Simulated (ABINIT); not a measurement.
# MoS2 (P6_3/mmc): one start, several treatments of the self-energy

Wanted: the gap of MoS2 (P6_3/mmc) under several approximations, with cost.

Main program and level: ABINIT 10.8.3; PBE and many-body steps on it, plane waves.

The database entry behind the starting cell differs from later determinations by our own check (about 0.3 % long), so it need not match the best structure at ambient conditions.

### Step 1. The structure

Symmetry: P6_3/mmc, No. 194, hexagonal system. Conventional cell: a = 3.169 Å, b = 3.169 Å, c = 12.324 Å, α = 90.00°, β = 90.00°, γ = 120.00°. Mo has 6 S at 2.41 Å nearest. Nearest to S lie 3 Mo at 2.41 Å. Farther neighbours and most contacts between anions are not listed.

Structure file:

```cif
data_structure
_symmetry_space_group_name_H-M 'P 1'
_symmetry_Int_Tables_number 1
_cell_length_a 3.1690
_cell_length_b 3.1690
_cell_length_c 12.3240
_cell_angle_alpha 90.000
_cell_angle_beta 90.000
_cell_angle_gamma 120.000
_cell_volume 107.18
loop_
_atom_site_label
_atom_site_type_symbol
_atom_site_fract_x
_atom_site_fract_y
_atom_site_fract_z
_atom_site_occupancy
Mo1 Mo 0.33333 0.66667 0.25000 1
Mo2 Mo 0.66667 0.33333 0.75000 1
S3 S 0.33333 0.66667 0.62300 1
S4 S 0.66667 0.33333 0.12300 1
S5 S 0.33333 0.66667 0.87700 1
S6 S 0.66667 0.33333 0.37700 1
```

The cell and positions come from the Crystallography Open Database and are kept as given unless a step says otherwise.

### Step 2. Empty states on the mesh, 6×6×1 mesh, 278 bands

This step: ABINIT 10.8.3; DFT, PBE, plane waves, norm-conserving pseudopotentials.

The sums over transitions need many empty states on a uniform mesh; this step solves for them.

The input, run.abi:

```
acell 3*1.0 Angstrom
rprim 
  3.169000000004 -0.000000000001 0.000000000000
  -1.584500000001 2.744434504597 0.000000000000
  0.000000000000 0.000000000000 12.324000000000
ntypat 2
znucl 42 16
natom 6
typat 1 1 2 2 2 2
xred 
  0.333333333333 0.666666666667 0.250000000000
  0.666666666667 0.333333333333 0.750000000000
  0.333333333333 0.666666666667 0.623000000000
  0.666666666667 0.333333333333 0.123000000000
  0.333333333333 0.666666666667 0.877000000000
  0.666666666667 0.333333333333 0.377000000000
pp_dirpath "pseudos"
pseudos "Mo.upf, S.upf"
ecut 36
ngkpt 6 6 1
nshiftk 1
shiftk 0 0 0
kptopt 1
chksymbreak 0
iscf -2
irdden 1
istwfk *1
nband 278
nbdbuf 24
tolwfr 1e-09
nstep 60
prtvol 0
indata_prefix "in"
outdata_prefix "out"
tmpdata_prefix "tmp"
```

On the command line:

```bash
$ OMP_NUM_THREADS=1 mpirun -n 8 abinit run.abi > log
```

Numbers of over 12 decimals in the logs are rounded to 6 here.

Output:

```text
.Version 10.8.3 of ABINIT. v10.8.2 released Aug 2026.

 Symmetries : space group P6_3/m m c (#194); Bravais hP (primitive hexag.)
[... echo of the input left out ...]
== DATASET  1 ==================================================================
-   mpi_nproc: 8, omp_nthreads: 1 (-1 if OMP is not activated)
-    --> not optimal distribution: autoparal keyword recommended in input file <--

--- !DatasetInfo
iteration_state: {dtset: 1, }
dimensions: {natom: 6, nkpt: 7, mband: 278, nsppol: 1, nspinor: 1, nspden: 1, mpw: 7481, }
cutoff_energies: {ecut:  36.0, pawecutdg:  -1.0, }
[...]
3.33724    3.35825    3.35825    3.39377    3.39377    3.39518    3.39518    3.40565
   3.43796    3.44149    3.44149    3.44453    3.44453    3.46061    3.46062    3.47807
   3.47816    3.48555    3.49096    3.50444    3.53380    3.54179
 prteigrs : prtvol=0 or 1, do not print more k-points.

== END DATASET(S) ==============================================================
================================================================================

 -outvars: echo values of variables after computation  --------
            nband         278
             nkpt           7
          spgroup         194
 [... the other variables as echoed above ...]

 Calculation completed.
```

Wall time 5.6 min (8 MPI ranks of AMD EPYC 7R43, shared host); peak memory 1.1 GiB.

Numbers from this step:

| Quantity | Value |
| --- | --- |
| gap | 0.8887 eV |
| k of the valence top | 0, 0, 0 |
| k of the conduction bottom | 0.1667, 0.1667, 0 |
| least direct gap | 1.654 eV |
| k points computed | 7 |
| lowest point of the top converged band, above the valence top | 81.5582 eV |

On this mesh the gap is 0.889 eV.

The density comes from a self-consistent run that is not shown.

### Step 3. Screening, 6×6×1 mesh, 254 bands, screening to 152.4 eV

The RPA dielectric matrix is built and inverted for each q.

This step: RPA screening on PBE, plane waves, norm-conserving pseudopotentials.

run.abi: that of step 2 with these lines changed.

```diff
@@ -24,10 +24,11 @@
 chksymbreak 0
-iscf -2
-irdden 1
 istwfk *1
-nband 278
-nbdbuf 24
-tolwfr 1e-09
-nstep 60
-prtvol 0
+occopt 1
+irdwfk 1
+optdriver 3
+nband 254
+ecuteps 5.6
+inclvkb 2
+awtr 1
+symchi 1
 indata_prefix "in"
```

Output:

```text
.Version 10.8.3 of ABINIT. v10.8.2 released Aug 2026.

 Symmetries : space group P6_3/m m c (#194); Bravais hP (primitive hexag.)
[... echo of the input left out ...]
== DATASET  1 ==================================================================
-   mpi_nproc: 8, omp_nthreads: 1 (-1 if OMP is not activated)

--- !DatasetInfo
iteration_state: {dtset: 1, }
dimensions: {natom: 6, nkpt: 7, mband: 254, nsppol: 1, nspinor: 1, nspden: 1, mpw: 7481, }
cutoff_energies: {ecut:  36.0, pawecutdg:  -1.0, }
electrons: {nelect:   5.20000000E+01, charge:   0.00000000E+00, occopt:   1.00000000E+00, tsmear:   1.00000000E-02, }

 SCREENING: Calculation of the susceptibility and dielectric matrices

 Based on a program developped by R.W. Godby, V. Olevano, G. Onida, and L. Reining.
 Incorporated in ABINIT by V. Olevano, G.-M. Rignanese, and M. Torrent.
.Using double precision arithmetic ; gwpc =  8

[... cell and pseudopotentials left out ...]
--------------------------------------------------------------------------------

 ==== K-mesh for the wavefunctions ====
 Number of points in the irreducible wedge :     7
[... list of points left out ...]
 Together with 24 symmetry operations and time-reversal symmetry
 yields    36 points in the full Brillouin Zone.

 ==== Q-mesh for the screening function ====
 Number of points in the irreducible wedge :     7
[... list of points left out ...]
 Together with 24 symmetry operations and time-reversal symmetry
 yields    36 points in the full Brillouin Zone.

 setmesh: FFT mesh size selected  =    20x   20x   90
          total number of points  =        36000

 vcoul_init : cutoff-mode = AUXILIARY_FUNCTION
 q-points for optical limit:   1
     1)      0.000010    0.000020    0.000030

- screening: taking advantage of time-reversal symmetry
- Maximum band index for partially occupied states nbvw = 26
- Remaining bands to be divided among processors   nbcw = 228
- Number of bands treated by each node ~28

 Number of electrons calculated from density =   52.0000; Expected =   52.0000
 average of density, n =  0.071892
 r_s =    1.4919
 omega_plasma =   25.8640 [eV]

 calculating chi0 at frequencies [eV] :
  1    0.000000E+00    0.000000E+00
  2    0.000000E+00    2.586399E+01

--------------------------------------------------------------------------------
  q-point number  1        q = ( 0.000000, 0.000000, 0.000000) [r.l.u.]
--------------------------------------------------------------------------------
[... chi0 elements left out ...]
 For q-point:  0.000010 0.000020 0.000030
  dielectric constant =  14.4742
  dielectric constant without local fields =  16.2978

  Average fulfillment of the sum rule on Im[epsilon] for q-point    1 :     84.25  [%]
[... wings left out ...]
  q-point number  2        q = ( 0.166667, 0.000000, 0.000000) [r.l.u.]
--------------------------------------------------------------------------------
[... chi0 elements left out ...]
  Average fulfillment of the sum rule on Im[epsilon] for q-point    2 :     85.77  [%]

 [... 5 further q-points ...]
```

It took 4.7 min on 8 MPI ranks; peak memory 3 GiB.

This step gave:

* ε∞ with local fields, on this mesh, along the program's q direction: 14.47
* the same without local fields: 16.30
* plasma frequency: 25.86 eV
* plane waves in the screening matrix: 463

Local fields lower ε∞ by 11 %. On a Γ-centred mesh this coarse the value itself is usually too large, while a short band sum pulls it down.

### Step 4. G0W0, Godby-Needs plasmon pole

The self-energy is evaluated for the states that the input lists, and the levels follow from it, in one-shot runs by the linearised quasiparticle equation.

This step: G0W0 on PBE, plane waves, norm-conserving pseudopotentials.

run.abi: that of step 3 with these lines changed.

```diff
@@ -27,8 +27,19 @@
 irdwfk 1
-optdriver 3
+optdriver 4
 nband 254
+gwcalctyp 0
+ecutsigx 36
+symsigma 1
+nkptgw 3
+kptgw 
+  0.0000000000 0.0000000000 0.0000000000
+  0.1666666667 0.1666666667 0.0000000000
+  0.3333333333 0.3333333333 0.0000000000
+bdgw 
+  25 28
+  25 28
+  25 28
 ecuteps 5.6
-inclvkb 2
-awtr 1
-symchi 1
+irdscr 1
+ppmodel 1
 indata_prefix "in"
```

Output:

```text
.Version 10.8.3 of ABINIT. v10.8.2 released Aug 2026.

 Symmetries : space group P6_3/m m c (#194); Bravais hP (primitive hexag.)
[... echo of the input left out ...]
== DATASET  1 ==================================================================
-   mpi_nproc: 8, omp_nthreads: 1 (-1 if OMP is not activated)

--- !DatasetInfo
iteration_state: {dtset: 1, }
dimensions: {natom: 6, nkpt: 7, mband: 254, nsppol: 1, nspinor: 1, nspden: 1, mpw: 7481, }
cutoff_energies: {ecut:  36.0, pawecutdg:  -1.0, }
electrons: {nelect:   5.20000000E+01, charge:   0.00000000E+00, occopt:   1.00000000E+00, tsmear:   1.00000000E-02, }

 SIGMA: Calculation of the GW corrections

 Based on a program developped by R.W. Godby, V. Olevano, G. Onida, and L. Reining.
 Incorporated in ABINIT by V. Olevano, G.-M. Rignanese, and M. Torrent.
.Using double precision arithmetic ; gwpc =  8

[... cell and pseudopotentials left out ...]
--------------------------------------------------------------------------------

 ==== K-mesh for the wavefunctions ====
 Number of points in the irreducible wedge :     7
[... list of points left out ...]
 Together with 24 symmetry operations and time-reversal symmetry
 yields    36 points in the full Brillouin Zone.

 ==== Q-mesh for screening function ====
 Number of points in the irreducible wedge :     7
[... list of points left out ...]
 Together with 24 symmetry operations and time-reversal symmetry
 yields    36 points in the full Brillouin Zone.

 vcoul_init : cutoff-mode = AUXILIARY_FUNCTION
 q-points for optical limit:   1
     1)      0.000010    0.000020    0.000030
 setmesh: FFT mesh size selected  =    32x   32x  128
          total number of points  =       131072

 Number of electrons calculated from density =   52.0000; Expected =   52.0000
 average of density, n =  0.071892
 r_s =    1.4919
 omega_plasma =   25.8640 [eV]

 === KS Band Gaps ===
  >>>> For spin  1
   Minimum direct gap =   1.6539 [eV], located at k-point      :   0.3333  0.3333  0.0000
   Fundamental gap    =   0.8888 [eV], Top of valence bands at :   0.0000  0.0000  0.0000
                                       Bottom of conduction at :   0.1667  0.1667  0.0000
 SIGMA fundamental parameters:
 PLASMON POLE MODEL  1
 number of plane-waves for SigmaX                 7437
 number of plane-waves for SigmaC and W            463
 number of plane-waves for wavefunctions          7437
 number of bands                                   254
 number of independent spin polarizations            1
 number of spinorial components                      1
 number of k-points in IBZ                           7
 number of q-points in IBZ                           7
 number of symmetry operations                      24
 number of k-points in BZ                           36
 number of q-points in BZ                           36
 number of frequencies for dSigma/dE                 9
 frequency step for dSigma/dE [eV]                0.25
 number of omega for Sigma on real axis              0
 max omega for Sigma on real axis  [eV]           0.00
 zcut for avoiding poles [eV]                     0.10

 EPSILON^-1 parameters (SCR file):
 dimension of the eps^-1 matrix on file            463
 dimension of the eps^-1 matrix used               463
 number of plane-waves for wavefunctions          7437
 number of bands                                   254
 number of q-points in IBZ                           7
 number of frequencies                               2
 number of real frequencies                          1
 number of imag frequencies                          1

 matrix elements of self-energy operator (all in [eV])

 Perturbative Calculation

--- !SelfEnergy_ee
iteration_state: {dtset: 1, }
kpoint     : [   0.000,    0.000,    0.000, ]
spin       : 1
KS_gap     :    2.100
QP_gap     :    2.472
Delta_QP_KS:    0.372
data: !SigmaeeData |
     Band     E0 <VxcDFT>   SigX SigC(E0)      Z dSigC/dE  Sig(E)    E-E0       E
       25   7.290 -15.411 -16.658   1.193   0.774  -0.292 -15.452  -0.042   7.248
       26   8.434 -16.391 -17.086   0.703   0.772  -0.295 -16.386   0.006   8.440
       27  10.534 -15.683 -11.194  -4.002   0.776  -0.288 -15.305   0.378  10.912
       28  10.534 -15.683 -11.194  -4.002   0.776  -0.288 -15.305   0.378  10.912

--- !SelfEnergy_ee
iteration_state: {dtset: 1, }
kpoint     : [   0.167,    0.167,    0.000, ]
spin       : 1
KS_gap     :    2.343
QP_gap     :    2.662
Delta_QP_KS:    0.319
data: !SigmaeeData |
     Band     E0 <VxcDFT>   SigX SigC(E0)      Z dSigC/dE  Sig(E)    E-E0       E
       25   6.952 -16.023 -17.484   1.441   0.771  -0.297 -16.039  -0.016   6.936
       26   6.980 -16.154 -17.551   1.415   0.770  -0.298 -16.141   0.013   6.993
[...]
--- !SelfEnergy_ee
iteration_state: {dtset: 1, }
kpoint     : [   0.333,    0.333,    0.000, ]
spin       : 1
KS_gap     :    1.654
QP_gap     :    2.133
Delta_QP_KS:    0.479
data: !SigmaeeData |
     Band     E0 <VxcDFT>   SigX SigC(E0)      Z dSigC/dE  Sig(E)    E-E0       E
[...]
26   7.832 -16.516 -17.090   0.668   0.774  -0.293 -16.443   0.073   7.905
       27   9.486 -17.609 -13.378  -3.516   0.772  -0.295 -17.057   0.552  10.038
       28   9.486 -17.609 -13.378  -3.516   0.772  -0.295 -17.057   0.552  10.038

== END DATASET(S) ==============================================================
================================================================================

 -outvars: echo values of variables after computation  --------
           etotal      0.0000000000E+00
            nband         254
             nkpt           7
          spgroup         194
 [... the other variables as echoed above ...]

 Calculation completed.
```

Elapsed: 2.2 min, on 8 MPI ranks; peak memory 2.8 GiB; 17 min of CPU time.

Numbers from this step:

- G0W0 gap on the points computed: 1.215 eV
- starting gap on the mesh: 0.8887 eV
- k of the valence top: 0, 0, 0
- k of the conduction bottom: 0.1667, 0.1667, 0
- Z at the valence top: 0.772
- Z at the conduction bottom: 0.781
- least direct G0W0 gap on the computed points: 2.133 eV

The gap on the mesh goes from 0.89 eV to 1.21 eV, a correction of +0.33 eV.

### Step 5. G0W0, Hybertsen-Louie plasmon pole

run.abi: that of step 4 with these lines changed.

```diff
@@ -43,3 +43,3 @@
 irdscr 1
-ppmodel 1
+ppmodel 2
 indata_prefix "in"
```

Output:

```text
.Version 10.8.3 of ABINIT. v10.8.2 released Aug 2026.

 Symmetries : space group P6_3/m m c (#194); Bravais hP (primitive hexag.)
[... echo of the input left out ...]
== DATASET  1 ==================================================================
-   mpi_nproc: 8, omp_nthreads: 1 (-1 if OMP is not activated)

--- !DatasetInfo
iteration_state: {dtset: 1, }
dimensions: {natom: 6, nkpt: 7, mband: 254, nsppol: 1, nspinor: 1, nspden: 1, mpw: 7481, }
cutoff_energies: {ecut:  36.0, pawecutdg:  -1.0, }
electrons: {nelect:   5.20000000E+01, charge:   0.00000000E+00, occopt:   1.00000000E+00, tsmear:   1.00000000E-02, }

 SIGMA: Calculation of the GW corrections

 Based on a program developped by R.W. Godby, V. Olevano, G. Onida, and L. Reining.
 Incorporated in ABINIT by V. Olevano, G.-M. Rignanese, and M. Torrent.
.Using double precision arithmetic ; gwpc =  8

[... cell and pseudopotentials left out ...]
--------------------------------------------------------------------------------

 ==== K-mesh for the wavefunctions ====
 Number of points in the irreducible wedge :     7
[... list of points left out ...]
 Together with 24 symmetry operations and time-reversal symmetry
 yields    36 points in the full Brillouin Zone.

 ==== Q-mesh for screening function ====
 Number of points in the irreducible wedge :     7
[... list of points left out ...]
 Together with 24 symmetry operations and time-reversal symmetry
 yields    36 points in the full Brillouin Zone.

 vcoul_init : cutoff-mode = AUXILIARY_FUNCTION
 q-points for optical limit:   1
     1)      0.000010    0.000020    0.000030
 setmesh: FFT mesh size selected  =    32x   32x  128
          total number of points  =       131072

 Number of electrons calculated from density =   52.0000; Expected =   52.0000
[...]
number of plane-waves for wavefunctions          7437
 number of bands                                   254
 number of q-points in IBZ                           7
 number of frequencies                               2
 number of real frequencies                          1
 number of imag frequencies                          1

 matrix elements of self-energy operator (all in [eV])

 Perturbative Calculation

--- !SelfEnergy_ee
iteration_state: {dtset: 1, }
kpoint     : [   0.000,    0.000,    0.000, ]
spin       : 1
KS_gap     :    2.100
QP_gap     :    2.566
Delta_QP_KS:    0.467
data: !SigmaeeData |
     Band     E0 <VxcDFT>   SigX SigC(E0)      Z dSigC/dE  Sig(E)    E-E0       E
       25   7.290 -15.411 -16.658   0.822   0.816  -0.225 -15.758  -0.347   6.943
       26   8.434 -16.391 -17.086   0.402   0.816  -0.226 -16.630  -0.239   8.196
       27  10.534 -15.683 -11.194  -4.212   0.820  -0.219 -15.455   0.228  10.762
[...]
--- !SelfEnergy_ee
iteration_state: {dtset: 1, }
kpoint     : [   0.167,    0.167,    0.000, ]
spin       : 1
KS_gap     :    2.343
QP_gap     :    2.703
Delta_QP_KS:    0.360
data: !SigmaeeData |
     Band     E0 <VxcDFT>   SigX SigC(E0)      Z dSigC/dE  Sig(E)    E-E0       E
[...]
--- !SelfEnergy_ee
iteration_state: {dtset: 1, }
kpoint     : [   0.333,    0.333,    0.000, ]
spin       : 1
KS_gap     :    1.654
QP_gap     :    2.169
Delta_QP_KS:    0.515
data: !SigmaeeData |
     Band     E0 <VxcDFT>   SigX SigC(E0)      Z dSigC/dE  Sig(E)    E-E0       E
[...]
27   9.486 -17.609 -13.378  -3.810   0.814  -0.228 -17.266   0.343   9.829
       28   9.486 -17.609 -13.378  -3.810   0.814  -0.228 -17.266   0.343   9.829

== END DATASET(S) ==============================================================
================================================================================

 -outvars: echo values of variables after computation  --------
           etotal      0.0000000000E+00
            nband         254
             nkpt           7
          spgroup         194
 [... the other variables as echoed above ...]

 Calculation completed.
```

Elapsed: 2 min, on 8 MPI ranks; peak memory 2.7 GiB; 16 min of CPU time.

Numbers from this step:

```
G0W0 gap on the points computed              : 1.211 eV
starting gap on the mesh                     : 0.8887 eV
k of the valence top                         : 0, 0, 0
k of the conduction bottom                   : 0.1667, 0.1667, 0
Z at the valence top                         : 0.816
Z at the conduction bottom                   : 0.822
least direct G0W0 gap on the computed points : 2.169 eV
```

Against G0W0 in ABINIT (6×6×1 mesh, 254 bands, screening to 152.4 eV, Godby-Needs plasmon pole), the gap moves by −0.004 eV.

### Step 6. G0W0, von der Linden-Horsch plasmon pole

run.abi: that of step 5 with these lines changed.

```diff
@@ -43,3 +43,3 @@
 irdscr 1
-ppmodel 2
+ppmodel 3
 indata_prefix "in"
```

Output:

```text
.Version 10.8.3 of ABINIT. v10.8.2 released Aug 2026.

 Symmetries : space group P6_3/m m c (#194); Bravais hP (primitive hexag.)
[... echo of the input left out ...]
== DATASET  1 ==================================================================
-   mpi_nproc: 8, omp_nthreads: 1 (-1 if OMP is not activated)

--- !DatasetInfo
iteration_state: {dtset: 1, }
dimensions: {natom: 6, nkpt: 7, mband: 254, nsppol: 1, nspinor: 1, nspden: 1, mpw: 7481, }
cutoff_energies: {ecut:  36.0, pawecutdg:  -1.0, }
[...]
Band     E0 <VxcDFT>   SigX SigC(E0)      Z dSigC/dE  Sig(E)    E-E0       E
[...]
27   9.486 -17.609 -13.378  -3.753   0.815  -0.226 -17.219   0.390   9.876
       28   9.486 -17.609 -13.378  -3.753   0.815  -0.226 -17.219   0.390   9.876

== END DATASET(S) ==============================================================
================================================================================

 -outvars: echo values of variables after computation  --------
           etotal      0.0000000000E+00
            nband         254
             nkpt           7
          spgroup         194
 [... the other variables as echoed above ...]

 Calculation completed.
```

It took 71 s on 8 MPI ranks; peak memory 2.5 GiB; 9.4 min of CPU time.

Numbers from this step:

- G0W0 gap on the points computed: 1.237 eV
- starting gap on the mesh: 0.8887 eV
- k of the valence top: 0, 0, 0
- k of the conduction bottom: 0.1667, 0.1667, 0
- least direct G0W0 gap on the computed points: 2.233 eV

Against G0W0 in ABINIT (6×6×1 mesh, 254 bands, screening to 152.4 eV, Godby-Needs plasmon pole), the gap moves by +0.022 eV.

(Part 1 of 2 ends here.)

[Paths, hosts, dates, memory and timing lines, banners, echoed tables and standing remarks are left out of the program output.]

[Logs are printed without paths, hosts, clocks, repeated set-up lines and the standing remarks that a program may print on its own settings, such as how far it seeks lower states.]

[Runs of the session that timed out or met a known fault of the program may be left out.]

[Hosts, paths, dates, database ids (printed as entryN), source tags and the programs' standing remarks are cut or masked in the printed files.]

[G0W0 gaps are taken among the corrected bands and points alone; a level outside them can change the order at an edge.]

[Where Ansatz stands beside ABINIT at settings called matched, ABINIT's density can come from a denser mesh and the files from another edition; pairs whose starting gaps differed by over 0.03 eV were left out, so agreement reads better than it is.]
